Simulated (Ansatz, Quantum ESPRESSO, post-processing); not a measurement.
# Screening and band shifts of 1T-PtS2, 1 layer, part 6 of 6

Aim: how 1T-PtS2, 1 layer screens a field along its normal, and what the field does to its bands.

Quantum ESPRESSO 7.5; plane-wave DFT, vdW-DF-cx, GBRV ultrasoft pseudopotentials made under PBE; geometry and cross-check by Ansatz 0.2.0 with PAW datasets.

So far. Step 14 (Valence density): The density integrates to 28.000 electrons, as the 28 of the input ask. Step 19 (The same in Ansatz: field 0.1 V/Å): At 0.1 V/Å Ansatz's dipole is 0.0270 e Å against 0.0272 from pw.x, under another functional.

### 20. Cross-check with Ansatz: field -0.1 V/Å

Level of this step: plane-wave DFT, PBE, Ansatz PAW (Ansatz).

input.yaml reads:

```yaml
crystal:
  lattice:
    - [3.5742028697, 0.0, 0.0]
    - [-1.7871014349, 3.0953504835, 0.0]
    - [0.0, 0.0, 19.0140863934]
  atoms:
    - { symbol: S, position: [0.6666666667, 0.3333333333, 0.4353626882] }
    - { symbol: Pt, position: [0.0, 0.0, 0.499999985] }
    - { symbol: S, position: [0.3333333333, 0.6666666667, 0.5646373268] }
kpoints:
  mp_grid: { grid: [12, 12, 1] }
hamiltonian:
  xc: pbe
scf:
  occupations: { method: fermi_dirac, width: 0.054 }
  convergence: { dr2_threshold: 1.0e-09 }
efield:
  axis: 3
  dipole_correction: true
  ramp_position: 0.97
  ramp_width: 0.04
  amplitude: -0.1
output:
  write_potential: true
  write_density: true
  volumetric_format: npy
```

Command:

```sh
$ ansatz run input.yaml --threads 4 --pin off --max-ram 8192MiB --backend cpu --events-out ev --progress --plain --runs-dir out
```

Numbers of over 12 decimals in the logs are rounded to 6 here.

The program printed:

```text
[...]
Crystal: 3 atoms, lattice volume = 210.361 Å³
Basis set: ecut = 420 eV, 4053 PW (Γ)
Bands: 19, of which v1, the nominal top of the filled ones, is band 15 counted from 1 (14 counted from 0)
Symmetry: 6 space group operations
k-points: 19 of 144 (time reversal used)
[...]
--- Band table (eV; the first three rows and the last of 19) ---
  k-point 0: bands = [... 11 lower, -2.8609, -2.7402, -2.3656, -2.3656, 1.1133, 1.1133, 3.2587, 3.7408]
  k-point 1: bands = [... 11 lower, -3.2660, -2.6087, -2.3240, -2.1757, 0.6951, 0.9980, 3.4479, 3.9465]
  k-point 2: bands = [... 11 lower, -3.7938, -2.3397, -2.3049, -2.1109, -0.0416, 0.7827, 3.8846, 4.3564]
  k-point 18: bands = [... 11 lower, -4.5317, -4.3073, -2.8010, -2.7918, 0.0637, 0.0700, 4.7751, 6.8608]
[key lines of the parts left out:]
SCF converged after 12 iterations
Free energy (F): -14328.254234 eV
Fermi energy:    -1.172994 eV
Dipole field:    D = -0.023258 V/Å  (p = -0.027038 e·Å, saw-weighted, corrected)
```

Elapsed: 5.2 s, on 4 threads of Arm Neoverse N1, shared host; peak memory 0.45 GiB.

Read from the output:

- Fermi energy: -1.173 eV
- dipole along the normal: -0.02704 e·Å

### 21. Dipole against field, Ansatz

Dipole along the normal, dipole moment against applied field:

```
applied field (V/Å)  dipole along the normal, dipole moment (e·Å)
            -0.1000                                       -0.0270
             0.0000                                       -1.5e-5
             0.1000                                        0.0270
```

### 22. Ground state, with eopreg = 0.06 and nosym = True

A sensitivity test on the input.

Level of this step: plane-wave DFT, vdW-DF-cx, GBRV ultrasoft pseudopotentials made under PBE (Quantum ESPRESSO 7.5). input_dft overrides the functional of the files.

f1.w0.in reads:

```
&control
  prefix = 'f1.w0'
  outdir = './out'
  pseudo_dir = './pseudo'
  calculation = 'scf'
  tprnfor = .true.
  tefield = .true.
  dipfield = .true.
/
&system
  ibrav = 0
  nat = 3
  ntyp = 2
  ecutwfc = 40
  ecutrho = 200
  input_dft = 'vdw-df-cx'
  occupations = 'smearing'
  smearing = 'fd'
  degauss = 0.004
  edir = 3
  emaxpos = 0.97
  eopreg = 0.06
  eamp = 0.00194469
  nosym = .true.
/
&electrons
  conv_thr = 1e-09
  mixing_beta = 0.4
  electron_maxstep = 120
  mixing_mode = 'plain'
/
ATOMIC_SPECIES
  S   32.0600  s_pbe_v1.4.uspp.F.UPF
  Pt  195.0840  pt_pbe_v1.4.uspp.F.UPF
CELL_PARAMETERS angstrom
  3.57420286974912 -0.00000000000000 0.00000000000000
  -1.78710143487456 3.09535048348198 -0.00000000000000
  0.00000000000000 0.00000000000000 19.01408639340000
ATOMIC_POSITIONS crystal
  S   0.666666666667 0.333333333333 0.435362688202
  Pt  -0.000000000000 0.000000000000 0.499999984956
  S   0.333333333333 0.666666666667 0.564637326843
K_POINTS automatic
  12 12 1 0 0 0
```

Command:

```sh
$ OMP_NUM_THREADS=1 mpirun -n 4 pw.x -nk 4 -in f1.w0.in > f1.w0.out
```

The program printed:

```text
[banner, memory and clock lines left out]
Program PWSCF v.7.5 starts
[citation notice left out]

[...]
bravais-lattice index     =            0
     lattice parameter (alat)  =       6.7543  a.u.
     unit-cell volume          =    1419.5840 (a.u.)^3
     number of atoms/cell      =            3
     number of atomic types    =            2
     number of electrons       =        28.00
     number of Kohn-Sham states=           18
     kinetic-energy cutoff     =      40.0000  Ry
     charge density cutoff     =     200.0000  Ry
     scf convergence threshold =      1.0E-09
     mixing beta               =       0.4000
     number of iterations used =            8  plain     mixing
     Exchange-correlation= VDW-DF-CX
                           (   1   4  27   0   1   0   0)

[...]
PseudoPot. # 1 for S  read from file:
     ./pseudo/s_pbe_v1.4.uspp.F.UPF
     Pseudo is Ultrasoft + core correction, Zval =  6.0
     Generated by new atomic code, or converted to UPF format
     Using radial grid of  907 points,  6 beta functions with:
                l(1) =   0
                l(2) =   0
                l(3) =   1
                l(4) =   1
                l(5) =   2
                l(6) =   2
     Q(r) pseudized with  8 coefficients,  rinner =    1.300   1.300   1.300
                                                       1.300   1.300

     PseudoPot. # 2 for Pt read from file:
     ./pseudo/pt_pbe_v1.4.uspp.F.UPF
     Pseudo is Ultrasoft + core correction, Zval = 16.0
     Generated by new atomic code, or converted to UPF format
     Using radial grid of  985 points,  6 beta functions with:
                l(1) =   0
                l(2) =   0
                l(3) =   1
                l(4) =   1
                l(5) =   2
                l(6) =   2
     Q(r) pseudized with  8 coefficients,  rinner =    1.300   1.300   1.300
                                                       1.300   1.300

     atomic species   valence    mass     pseudopotential
     S                 6.00    32.06000     S ( 1.00)
     Pt               16.00   195.08400     Pt( 1.00)

     No symmetry found

[...]
number of k points=    74  Fermi-Dirac smearing, width (Ry)=  0.0040
[...]
Dense  grid:    67889 G-vectors     FFT dimensions: (  32,  32, 162)

     Smooth grid:    48595 G-vectors     FFT dimensions: (  27,  27, 150)

     Initial potential from superposition of free atoms

     starting charge      27.4999, renormalised to      28.0000

     negative rho (up, down):  1.820E-01 0.000E+00

     %%%%%%%%%%%%%%%%%%%%%%%%%%%%%%%%%%%%%%%%%%%%%%%%%%%%%%%%%%%%%%%%%%%%%%%%
     %                                                                      %
     % You are using vdW-DF, which was implemented by the Thonhauser group. %
     % possible and the two reviews that describe the various versions:     %
     %                                                                      %
     %                                                                      %
     % If you are calculating stress with vdW-DF, please also cite:         %
     %                                                                      %
     %                                                                      %
     %%%%%%%%%%%%%%%%%%%%%%%%%%%%%%%%%%%%%%%%%%%%%%%%%%%%%%%%%%%%%%%%%%%%%%%%

     %%%%%%%%%%%%%%%%%%%%%%%%%%%%%%%%%%%%%%%%%%%%%%%%%%%%%%%%%%%%%%%%%%%%%%%%
     %                                                                      %
     %  vdW-DF NEWS:                                                        %
     %                                                                      %
     %  * vdW-DF3 is now available. DOI: 10.1021/acs.jctc.0c00471           %
     %    use with input_dft = 'vdW-DF3-opt1' or 'vdW-DF3-opt2'             %
     %                                                                      %
     %  * Unscreened and range-separated hybrid vdW-DF-cx functionals       %
     %    DOI: 10.1063/1.4986522 and 10.1088/1361-648X/ac2ad2               %
     %    use with input_dft = 'vdW-DF-cx0'    and 'vdW-DF-ahcx'            %
     %  * Unscreened and range-separated hybrid vdW-DF2-b86r functionals    %
     %    DOI: 10.1063/1.4986522 and DOI: 10.1103/PhysRevX.12.041003        %
     %    use with input_dft = 'vdW-DF2-br0' and 'vdW-DF2-ahbr'             %
     %                                                                      %
     %%%%%%%%%%%%%%%%%%%%%%%%%%%%%%%%%%%%%%%%%%%%%%%%%%%%%%%%%%%%%%%%%%%%%%%%

     Adding external electric field

     Computed dipole along edir(3) :
        Dipole               -0.0000 Ry au,         -0.0000 Debye
        Dipole field         -0.0000 Ry au,

        E field amplitude [Ha a.u.]:  1.9447E-03
        Potential amp.        0.1314 Ry
        Total length         33.7755 bohr

     Starting wfcs are   20 randomized atomic wfcs

     per-process dynamical memory:    73.9 Mb

     Self-consistent Calculation

     iteration #  1     ecut=    40.00 Ry     beta= 0.40
     Davidson diagonalization with overlap
     ethr =  1.00E-02,  avg # of iterations =  5.5

     negative rho (up, down):  1.712E-01 0.000E+00

     Adding external electric field

     Computed dipole along edir(3) :
        Dipole                0.1215 Ry au,          0.3088 Debye
        Dipole field          0.0011 Ry au,

        E field amplitude [Ha a.u.]:  1.9447E-03
        Potential amp.        0.0587 Ry
        Total length         33.7755 bohr

     total energy              =    -257.80485496 Ry
     estimated scf accuracy    <       2.18399692 Ry

     iteration #  2     ecut=    40.00 Ry     beta= 0.40
[...]
negative rho (up, down):  1.736E-01 0.000E+00

[...]
Dipole               -0.1012 Ry au,         -0.2572 Debye
[...]
E field amplitude [Ha a.u.]:  1.9447E-03
[...]
total energy              =    -258.41593097 Ry
     estimated scf accuracy    <       1.29291536 Ry

     iteration #  3     ecut=    40.00 Ry     beta= 0.40
[...]
negative rho (up, down):  1.736E-01 0.000E+00

[...]
Dipole                0.1261 Ry au,          0.3206 Debye
[...]
E field amplitude [Ha a.u.]:  1.9447E-03
[...]
total energy              =    -258.57744054 Ry
     estimated scf accuracy    <       0.15787110 Ry

     iteration #  4     ecut=    40.00 Ry     beta= 0.40
[...]
negative rho (up, down):  1.726E-01 0.000E+00

[...]
Dipole                0.0594 Ry au,          0.1509 Debye
[...]
E field amplitude [Ha a.u.]:  1.9447E-03
[...]
total energy              =    -258.60065482 Ry
     estimated scf accuracy    <       0.03636011 Ry

     iteration #  5     ecut=    40.00 Ry     beta= 0.40
[...]
negative rho (up, down):  1.722E-01 0.000E+00

[...]
Dipole                0.0439 Ry au,          0.1117 Debye
[...]
E field amplitude [Ha a.u.]:  1.9447E-03
[...]
total energy              =    -258.60238783 Ry
     estimated scf accuracy    <       0.00577931 Ry

     iteration #  6     ecut=    40.00 Ry     beta= 0.40
[...]
negative rho (up, down):  1.724E-01 0.000E+00

[...]
Dipole                0.0528 Ry au,          0.1342 Debye
[...]
E field amplitude [Ha a.u.]:  1.9447E-03
[...]
total energy              =    -258.60368310 Ry
     estimated scf accuracy    <       0.00138192 Ry

[...]
iteration # 10     ecut=    40.00 Ry     beta= 0.40
[...]
negative rho (up, down):  1.725E-01 0.000E+00

[...]
Dipole                0.0515 Ry au,          0.1309 Debye
[...]
E field amplitude [Ha a.u.]:  1.9447E-03
[...]
total energy              =    -258.60383690 Ry
     estimated scf accuracy    <       0.00000014 Ry

     iteration # 11     ecut=    40.00 Ry     beta= 0.40
[...]
negative rho (up, down):  1.725E-01 0.000E+00

[...]
Dipole                0.0515 Ry au,          0.1310 Debye
[...]
E field amplitude [Ha a.u.]:  1.9447E-03
[...]
total energy              =    -258.60383647 Ry
     estimated scf accuracy    <          8.4E-09 Ry

     iteration # 12     ecut=    40.00 Ry     beta= 0.40
[...]
negative rho (up, down):  1.725E-01 0.000E+00

[...]
Dipole                0.0515 Ry au,          0.1309 Debye
[...]
E field amplitude [Ha a.u.]:  1.9447E-03
[...]
total energy              =    -258.60383619 Ry
     estimated scf accuracy    <          1.1E-09 Ry

     iteration # 13     ecut=    40.00 Ry     beta= 0.40
[...]
negative rho (up, down):  1.725E-01 0.000E+00

[...]
Dipole                0.0515 Ry au,          0.1309 Debye
[...]
E field amplitude [Ha a.u.]:  1.9447E-03
[...]
End of self-consistent calculation

          k = 0.0000 0.0000 0.0000 (  6061 PWs)   bands (ev):

   -54.9597 -54.9597 -54.8557 -16.1908 -13.9722  -7.7543  -7.7543  -7.3700
    -5.0949  -5.0949  -3.0166  -2.8775  -2.4844  -2.4844   0.9615   0.9615
     2.4342   3.0516

          k = 0.0000 0.0962 0.0000 (  6053 PWs)   bands (ev):

   -54.9610 -54.9600 -54.8555 -16.1051 -13.9937  -7.7414  -7.7003  -7.2926
    -5.2241  -5.1647  -3.4100  -2.7456  -2.4450  -2.3106   0.5409   0.8456
     2.5639   3.1899

[...]
the Fermi energy is    -1.3251 ev

!    total energy              =    -258.60383572 Ry
     estimated scf accuracy    <          2.0E-10 Ry
     smearing contrib. (-TS)   =      -0.00000000 Ry
     internal energy E=F+TS    =    -258.60383572 Ry

     The total energy is F=E-TS. E is the sum of the following terms:
     one-electron contribution =   -1077.47750883 Ry
     hartree contribution      =     541.45335996 Ry
     xc contribution           =     -73.30720094 Ry
     ewald contribution        =     350.72769088 Ry
     electric field correction =      -0.00017678 Ry

     convergence has been achieved in  13 iterations

     negative rho (up, down):  1.725E-01 0.000E+00

     Forces acting on atoms (cartesian axes, Ry/au):

     atom    1 type  1   force =    -0.00000007    0.00000000    0.00643705
     atom    2 type  2   force =     0.00000011    0.00000003   -0.00004503
     atom    3 type  1   force =    -0.00000004   -0.00000003   -0.00639202

     Total force =     0.009072     Total SCF correction =     0.000059

[...]
```

Wall time 2.3 min (4 MPI ranks); peak memory 0.9 GiB.

Beside the run it was changed from:

```csv
quantity,this run,unchanged run,difference
dipole along the normal (e·Å),0.02725,0.02721,4.2e-5
free energy (eV),-3518.484,-3518.484,-2.7e-7
wall time (s),138,124,
SCF iterations,13,9,
```

The free energy moves by -9.1e-05 meV an atom.

This run starts from superposed atoms, the unchanged one from a saved density, so their iteration counts don't compare.

The physical values in this table move by up to 0.15 %.

### 23. The arithmetic

α = Δp/E = (0.02721 − (0.00000)) e Å / 0.1 V/Å = 0.2721 e Å²/V; times e/(4πε₀) = 14.40 V Å this is 3.918 Å³. With A = 11.063 Å², 4πα/A = 4.451 Å.

### 24. Outcome

```yaml
polarisability_along_the_normal_a_cell: 3.92 Å³
sheet_polarisability_4pi_alpha_a: 4.45 Å
dipole_without_a_field: 0 e·Å
kohn_sham_ionisation_potential_upper_face: 6.46 eV
gap_along_the_path_at_0_v_a: 1.74 eV
gap_along_the_path_at_0p2_v_a: 1.74 eV
gap_along_the_path_at_0p4_v_a: 1.74 eV
```

In words: The sheet answers a field with a polarisability of 3.92 Å³ a cell, or 4πα/A = 4.45 Å (vdW-DF-cx, GBRV ultrasoft (made under PBE)). In pw.x the dipole follows the field linearly over the range tried. A perfect conductor 4.45 Å thick would screen alike; the outer atoms lie 2.46 Å apart. At 0.1 V/Å the sheet takes 0.445 eV off the potential drop. At 0.2 V/Å the gap along the path is unchanged within 0.01 eV. Quantum ESPRESSO and Ansatz give 3.919 and 3.893 Å³ for the polarisability (pw.x from 0 and 0.1 V/Å, Ansatz from ±0.1 V/Å, under PBE), which agree. The ions stay at their zero-field places, so this is the electrons' response alone. Semilocal gaps are too small, and in strong fields empty levels can belong to the vacuum. Spin-orbit coupling is left out; depending on the atoms that carry the levels of interest, it can split and shift them by tenths of an eV to an eV or more.

[Logs are printed without paths, hosts, clocks, repeated set-up lines and the standing remarks that a program may print on its own settings, such as how far it seeks lower states.]

[Hosts, paths, dates, database ids (printed as entryN), source tags and the programs' standing remarks are cut or masked in the printed files.]

[Maps of the electrostatic potential energy from Ansatz leave out the sawtooth potential of an applied field or a dipole correction, so their vacuum need not be flat; planar profiles and work functions include it.]
